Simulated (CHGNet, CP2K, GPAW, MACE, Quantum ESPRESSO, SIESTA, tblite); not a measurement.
## Random fcc alloy of Ir and Pd (108 atoms) in other programs, against a plane-wave reference

Aim: run random fcc alloy of Ir and Pd (108 atoms) in several programs and set results and cost side by side. A plane-wave run serves as the reference.

Calculated with Quantum ESPRESSO 7.5; Kohn-Sham DFT, PBE, SSSP efficiency 1.3.0 pseudopotentials, plane waves.

In doubt: a PseudoDojo file used here is known to give poor structures and forces (SIESTA), which bears on pressures, cells, forces and phonons.

### 1. The structure

The cell holds 108 atoms: 40 Pd and 68 Ir. Its edges and angles: a = 11.574 Å, b = 11.574 Å, c = 11.574 Å, α = 90.0°, β = 90.0°, γ = 90.0°. It derives from Ir (fcc), repeated 3×3×3. Fcc Ir, 3 x 3 x 3 conventional cells, 40 of 108 Ir sites given to Pd at random (x = 0.370), lattice by Vegard's rule (a = 3.858 Å); not relaxed, displaced by a Gaussian of 0.02 Å. Then every atom was moved at random, 0.02 Å r.m.s. a Cartesian component.

### 2. The reference run

pw.in reads:

```
&control
  calculation = 'scf'
  pseudo_dir = './pseudo'
  outdir = './tmp'
  disk_io = 'none'
  tprnfor = .true.
  tstress = .true.
/
&system
  ibrav = 0
  nat = 108
  ntyp = 2
  ecutwfc = 55
  ecutrho = 440
  nosym = .true.
  occupations = 'smearing'
  smearing = 'fd'
  degauss = 0.003675
/
&electrons
  conv_thr = 5.4e-07
  electron_maxstep = 100
  mixing_beta = 0.2
  mixing_mode = 'local-TF'
  diagonalization = 'david'
/
ATOMIC_SPECIES
Pd 106.420 Pd.upf
Ir 192.217 Ir.upf
CELL_PARAMETERS angstrom
11.57370 0.00000 0.00000
0.00000 11.57370 0.00000
0.00000 0.00000 11.57370
ATOMIC_POSITIONS crystal
Pd 0.99620 0.99842 0.99860
Pd 0.99898 0.16835 0.16409
Ir 0.16589 0.00002 0.16565
Pd 0.16682 0.16272 0.00067
Pd 0.99950 0.00339 0.33171
Pd 0.00088 0.16584 0.49837
Ir 0.16798 0.99380 0.50034
Ir 0.16616 0.16574 0.33037
Ir 0.00209 0.00059 0.66787
Pd 0.00387 0.16586 0.83567
Ir 0.16485 0.00221 0.83536
Ir 0.16446 0.16496 0.66435
[... 92 atom lines left out ...]
Pd 0.66078 0.66503 0.66595
Pd 0.66247 0.83590 0.83067
Pd 0.83221 0.67052 0.83223
Ir 0.83172 0.83655 0.66844
K_POINTS gamma
```

Run with:

```bash
> OMP_NUM_THREADS=1 pw.x -in pw.in > output.txt
```

The program printed:

```text
Program PWSCF
     gamma-point specific algorithms are used
     sticks:   dense  smooth     PW     G-vecs:    dense   smooth      PW
     Sum       16761    8389   2093              1630483   576227   72359
     bravais-lattice index     =            0
     lattice parameter (alat)  =      21.8711  a.u.
     unit-cell volume          =   10461.9650 (a.u.)^3
     number of atoms/cell      =          108
     number of atomic types    =            2
     number of electrons       =      1740.00
     number of Kohn-Sham states=         1044
     kinetic-energy cutoff     =      55.0000  Ry
     charge density cutoff     =     440.0000  Ry
     scf convergence threshold =      5.4E-07
     mixing beta               =       0.2000
[... lines left out ...]
     number of k points=     1  Fermi-Dirac smearing, width (Ry)=  0.0037
[... lines left out ...]
     total energy              =  -22502.75661459 Ry
[... lines left out ...]
     total energy              =  -22483.55283521 Ry
[... lines left out ...]
     total energy              =  -22490.19615494 Ry
[... lines left out ...]
     total energy              =  -22488.77296465 Ry
[... lines left out ...]
     total energy              =  -22488.77296734 Ry
[... lines left out ...]
   -61.8867 -61.8638 -61.8590 -61.8520 -61.8508 -61.8274 -61.8155 -61.8109
   -61.8017 -61.7934 -61.7806 -61.7638 -61.7565 -61.7554 -61.7479 -61.7283
[...]
30.9326  30.9781  30.9988  31.0086  31.0546  31.1470  31.1544  31.1951
    31.2363  31.3037  31.3503  31.4676  31.9890  32.0933  32.1768  32.2082
    32.2605  32.2939  32.3076  32.4216
     the Fermi energy is    23.0121 ev
!    total energy              =  -22488.77297020 Ry
     estimated scf accuracy    <       0.00000020 Ry
     smearing contrib. (-TS)   =      -0.08089573 Ry
     internal energy E=F+TS    =  -22488.69207448 Ry
     The total energy is F=E-TS. E is the sum of the following terms:
     one-electron contribution =   -3682.75360585 Ry
     hartree contribution      =    3269.38003801 Ry
     xc contribution           =   -4421.23234237 Ry
     ewald contribution        =  -17654.08616426 Ry
     convergence has been achieved in  16 iterations
     negative rho (up, down):  2.160E+01 0.000E+00
     Forces acting on atoms (cartesian axes, Ry/au):
     atom    1 type  1   force =     0.00558350   -0.00239715    0.01409348
     atom    2 type  1   force =    -0.00248784    0.00054481    0.01719746
     atom    3 type  2   force =     0.04735421   -0.01076195    0.03709241
[...]
atom  107 type  1   force =    -0.00901888   -0.02606015    0.00289718
     atom  108 type  2   force =     0.03382960    0.00782904   -0.04519187
     Total force =     0.397128     Total SCF correction =     0.002657
     Computing stress (Cartesian axis) and pressure
     negative rho (up, down):  2.160E+01 0.000E+00
          total   stress  (Ry/bohr**3)                   (kbar)     P=       62.52
   0.00042620   0.00000336  -0.00001470           62.70        0.49       -2.16
   0.00000336   0.00042769   0.00000740            0.49       62.92        1.09
  -0.00001470   0.00000740   0.00042116           -2.16        1.09       61.95
     Message from routine punch:
     Nothing written, as per user request (disk_io='none')
```

Wall time 81 min (1 thread of Arm Neoverse V2, shared host); peak memory 7.5 GiB.

Banners, paths, timers and routine set-up lines are dropped from the logs unmarked, and long logs keep their key lines alone; longer cuts are marked.

Numbers from this run:

| Property | Result |
| --- | --- |
| r.m.s. force component | 0.5673 eV/Å |
| longest force | 1.846 eV/Å |
| pressure | 6.252 GPa |

### 3. Structure statistics

Density 18.6 g/cm³, 14.35 Å³ an atom.

g(r), total and by pair (bins of 0.1 Å):

```tsv
r (Å)	total	Ir-Ir	Ir-Pd	Pd-Pd
2.55	0.00	0.00	0.00	0.00
2.65	4.67	5.26	4.20	4.54
2.75	13.10	12.60	13.60	13.20
2.85	0.64	0.53	0.80	0.39
2.95	0.00	0.00	0.00	0.00
3.05	0.00	0.00	0.00	0.00
3.15	0.00	0.00	0.00	0.00
3.25	0.00	0.00	0.00	0.00
3.35	0.00	0.00	0.00	0.00
3.45	0.00	0.00	0.00	0.00
3.55	0.00	0.00	0.00	0.00
3.65	0.00	0.00	0.00	0.00
3.75	0.31	0.34	0.32	0.22
3.85	3.58	3.38	3.92	3.02
3.95	0.71	0.66	0.77	0.70
4.05	0.00	0.00	0.00	0.00
4.15	0.00	0.00	0.00	0.00
4.25	0.00	0.00	0.00	0.00
4.35	0.00	0.00	0.00	0.00
4.45	0.00	0.00	0.00	0.00
4.55	0.02	0.05	0.00	0.00
4.65	3.35	3.40	3.37	3.11
4.75	8.52	8.15	8.90	8.30
4.85	0.40	0.50	0.33	0.33
4.95	0.00	0.00	0.00	0.00
5.05	0.00	0.00	0.00	0.00
5.15	0.00	0.00	0.00	0.00
5.25	0.00	0.00	0.00	0.00
5.35	0.42	0.50	0.38	0.32
5.45	3.52	3.43	3.39	4.25
5.55	0.66	0.79	0.65	0.35
5.65	0.00	0.00	0.00	0.00
5.75	0.00	0.00	0.00	0.00
5.85	0.00	0.00	0.00	0.00
5.95	0.04	0.07	0.01	0.00
6.05	3.77	3.84	3.65	3.94
6.15	3.49	3.53	3.37	3.77
6.25	0.08	0.07	0.08	0.08
6.35	0.00	0.00	0.00	0.00
6.45	0.00	0.00	0.00	0.00
6.55	0.04	0.07	0.02	0.00
6.65	1.37	1.32	1.39	1.43
6.75	0.64	0.65	0.64	0.61
6.85	0.00	0.00	0.00	0.00
```

Neighbours by pair of elements; one cutoff, the widest of the pairs' first minima of g(r), serves all pairs of this metal (cutoffs were set anew for this text, so counts can differ from the run's own analysis):

```tsv
pair A-B	cutoff (Å)	bonds	mean length (Å)	spread (Å)	shortest (Å)	B about A	A about B
Ir-Ir	3.18	255	2.73	0.044	2.62	7.5	7.5
Ir-Pd	3.18	306	2.73	0.04	2.63	4.5	7.65
Pd-Pd	3.18	87	2.72	0.037	2.61	4.35	4.35
```

How many atoms have how many bonded neighbours:

```tsv
element	mean	12
Ir	12	68
Pd	12	40
```

### 4. The other programs

The programs:
- CHGNet: machine-learned potential, published weights.
- CP2K 2026.2: Gaussian basis with GTH pseudopotentials and a plane-wave density; labels give functional, basis (MOLOPT sets; SR short-range, UZH the newer set with its own potentials), grid cutoff/relative cutoff and solver (OT: orbital transformation; TRS4, TC2, SIGN: linear-scaling purification with its sparsity filter), or its built-in tight binding.
- MACE: machine-learned potential, published weights.
- SIESTA 5.4.2: numerical atomic orbitals, whose automatically made sets are far from complete, with PseudoDojo norm-conserving potentials that we converted to its format (checked against plane waves on the same files for H, C, O, Si, Ge and Ca alone); labels give functional, basis size, energy shift and mesh cutoff.
- tblite 0.8.0: extended tight binding, driven from Python.

All use the same cell and atoms; the electronic-structure runs use the same k-mesh, and an electronic temperature of 580 K (0.05 eV) where levels are smeared.

Differences are against the plane-wave reference, forces as r.m.s. over components; share is that over the reference's r.m.s. force, slope the least-squares factor from reference forces to these. Total energies of different programs have different zeros and aren't compared.

```tsv
run	Δ force, r.m.s. (meV/Å)	share (%)	slope	Δ pressure (GPa)	cores	CPU time	memory (GiB)
reference	-	-	-	-	1	81 min	7.5
CHGNet 0.3.0 potential	296	52.2	0.532	2.33	1	4.8 s	2.0
CP2K PBE, DZVP-MOLOPT-SR, 600/60 Ry, diagonalisation	39.0	6.87	1.050	0.299	4	46 min	12
MACE MP-0b2 small potential	216	38.1	0.804	2.37	1	6.1 s	0.68
MACE MP-0b3 medium potential	331	58.4	0.593	2.26	1	8 s	1.1
SIESTA PBE, DZP, shift 0.01 Ry, mesh 300 Ry	131	23.1	1.030	-0.577	4	22 min	2.5
SIESTA PBE, SZ, shift 0.01 Ry, mesh 300 Ry (coarse)	334	58.8	1.066	-0.863	1	5 min	0.93
tblite GFN1-xTB	220	38.8	0.802	8.24	1	18 s	0.22
```

Rows marked coarse were listed beforehand as settings not expected to be converged; some can still land near the reference.

Times of the machine-learned potentials are mostly Python's start and the loading of weights.

CPU time is summed over cores on a shared host, where runs went side by side, so it is rough. Symmetry, cutoffs, thresholds, outputs and thread counts weren't matched or tuned between programs; memory under MPI is the largest rank's times the ranks.

Runs without a result: GPAW PBE, LCAO dzp, h 0.2 Å (cut off at its time limit of 12 min); GPAW PBE, LCAO szp(dzp), h 0.2 Å (cut off at its time limit of 12 min).

Mean charges by element (e), by run and scheme:

```tsv
run	scheme	Pd	Ir
CP2K PBE, DZVP-MOLOPT-SR, 600/60 Ry, diagonalisation	Mulliken	-0.16	+0.10
CP2K PBE, DZVP-MOLOPT-SR, 600/60 Ry, diagonalisation	Hirshfeld	+0.26	-0.16
SIESTA PBE, DZP, shift 0.01 Ry, mesh 300 Ry	Hirshfeld	-0.22	+0.13
tblite GFN1-xTB	Mulliken	+0.20	-0.12
```

### 5. Results

| Property | Result |
| --- | --- |
| reference r.m.s. force component | 0.567 eV/Å |
| nearest in forces | CP2K PBE, DZVP-MOLOPT-SR, 600/60 Ry, diagonalisation, 6.9 % |
| farthest in forces | SIESTA PBE, SZ, shift 0.01 Ry, mesh 300 Ry (coarse), 59 % |
| cheapest electronic-structure run beside the reference | tblite GFN1-xTB, 18 s of CPU time |

**Reading.** The PBE runs in local orbitals, coarse settings apart, differ by 6.9 % (CP2K PBE, DZVP-MOLOPT-SR, 600/60 Ry, diagonalisation) to 23 % (SIESTA PBE, DZP, shift 0.01 Ry, mesh 300 Ry); basis, grid and potentials can all enter. Tight binding differs by 39 % (tblite GFN1-xTB); it is another model, with fitted parameters of its own, and the xTB methods hold dispersion. Machine-learned potentials differ by 38 % (MACE MP-0b2 small potential) to 58 % (MACE MP-0b3 medium potential); they were trained on other programs' data. Among those trained on PBE data the slope goes as low as 0.53, which softening far from their training structures can give, though the reference's k-sampling is untested too. Runs with settings chosen to be coarse differ by 59 % (SIESTA PBE, SZ, shift 0.01 Ry, mesh 300 Ry), their programs' other errors included. Of the electronic-structure runs that take under half the reference's CPU time, SIESTA PBE, DZP, shift 0.01 Ry, mesh 300 Ry comes nearest, at 23 % in 22 min against 81 min. Charges hang on model, scheme and program or settings: among these rows the mean for Pd runs from -0.22 to +0.26 e, even in sign. In the reference: levels near the Fermi energy are neither full nor empty under the smearing, so no gap is quoted. In the reference: for some of the pairs, g(r) has its first main peak near 2.72 Å (Ir-Ir), 2.73 Å (Ir-Pd) and 2.72 Å (Pd-Pd). Periodic xTB results under one method name differ between programs and library versions. The potentials hold different valence shells: 1740 electrons in the reference, 1876 in CP2K with DZVP-MOLOPT-SR and 1876 in SIESTA; this bears on time and differences. The reference's pressure holds the uncorrected Pulay stress of its 55 Ry basis, so small pressure differences, and their order, may be the reference's own error. A potential file of the SIESTA runs is in doubt, which bears on their forces and pressure. Machine-learned potentials mimic data converged in k, so the reference's own k-point error enters their differences. The host structure and its lattice constant were typed by rule, without a check against the phase diagram. The reference's pressure of 6.3 GPa belongs to a cell and atoms that aren't relaxed at this level. The electronic-structure runs sample only Γ, in a cell whose shortest periodic width is 12 Å, which is coarse for a cell with partly filled levels. Spin–orbit coupling is left out, which matters for the levels of the heavy elements.

[Also dropped from logs without a mark: logging warnings of Python, and SIESTA's first energy breakdown and zero terms.]

[Logs are printed without paths, hosts, clocks, repeated set-up lines and the standing remarks that a program may print on its own settings, such as how far it seeks lower states.]

[Hosts, paths, dates, database ids (printed as entryN), source tags and the programs' standing remarks are cut or masked in the printed files.]
